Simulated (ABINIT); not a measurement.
Entries from a set of simulations; values are calculated unless marked as measured.

## AlN (P6_3mc): a self-consistent loop beyond G0W0, cycle by cycle

It takes space group P6_3mc (No. 186, hexagonal). The conventional cell has a = 3.113 Å, b = 3.113 Å, c = 4.981 Å, α = 90.00°, β = 90.00°, γ = 120.00°. Nearest to Al lie 4 N at 1.89 Å. Nearest to N lie 4 Al at 1.89 Å. Farther neighbours, and contacts between anions beyond the nearest, are not listed.

```
Al N
1.0
     3.11300    0.00000    0.00000
    -1.55650    2.69594    0.00000
     0.00000    0.00000    4.98100
Al N
2 2
Direct
  0.33333 0.66667 0.00000
  0.66667 0.33333 0.50000
  0.33333 0.66667 0.38000
  0.66667 0.33333 0.88000
```

| Quantity | Value |
| --- | --- |
| method | RPA screening on LDA from quasiparticle energies, plane waves, norm-conserving pseudopotentials (and 5 further levels or steps) |
| program | ABINIT 10.8.3 |
| settings | cutoff 36 Ha, PseudoDojo scalar-relativistic 0.4.1 standard, norm-conserving, ngkpt (3, 3, 2), nband 58, ecuteps 4.8 Ha, gwcalctyp 10, inclvkb 2, shiftk (0, 0, 0), symchi 1, awtr 1, frequency ppm, cycle 3, q points all but q = 0, 3×3×2 k-mesh |
| cost | 15 runs, 2.2 min in all on 4 MPI ranks of Arm Neoverse V2, shared host |
| notes | The database entry behind the starting cell differs from other determinations of this structure. The program’s warnings: nkpt*nsppol () is not a multiple of nproc spkpt (). The cell and positions come from the Crystallography Open Database and are kept as given unless a step says otherwise. The first cycle of evGW0 takes the full correction, without the factor Z, so it overshoots the one-shot value. The 3×3×2 mesh is coarse for this cell, which bears on the long-range parts of exchange and screening. |
| G0W0 | 5.597 eV |
| evGW0, cycle 1 | 5.905 eV |
| evGW0, cycle 2 | 5.822 eV |
| evGW0, cycle 3 | 5.823 eV |
| evGW, cycle 1 | 6.188 eV |
| evGW, cycle 2 | 6.239 eV |
| evGW, cycle 3 | 6.247 eV |
| known limits | short of the basis limit; coarse k mesh |

Only the bands that the input lists are updated; the higher empty ones keep the functional's energies. The evGW loop starts from the last levels of evGW0, so its cycles and time come on top of those.

[Long decimals in the printed logs are rounded to 6 places.]

[Logs are printed without paths, hosts, clocks, repeated set-up lines and the standing remarks that a program may print on its own settings, such as how far it seeks lower states.]

[Paths, hosts, dates, memory and timing lines, banners, echoed tables and standing remarks are left out of the program output; an Ansatz launch command may be rebuilt from the run's recorded settings. Measured values are a selection of at most five: reports struck by readers or far from the other reports are left out. None is set beside runs whose start may be inverted or whose files or cutoffs have a known fault.]

[Runs of the session that timed out or met a known fault of the program may be left out.]

[Hosts, paths, dates, database ids (printed as entryN), source tags and the programs' standing remarks are cut or masked in the printed files.]

[G0W0 gaps are taken among the corrected bands and points alone; a level outside them can change the order at an edge.]

[Where Ansatz stands beside ABINIT at settings called matched, ABINIT's density can come from a denser mesh and the files from another edition; pairs whose starting gaps differed by over 0.03 eV were left out, so agreement reads better than it is.]
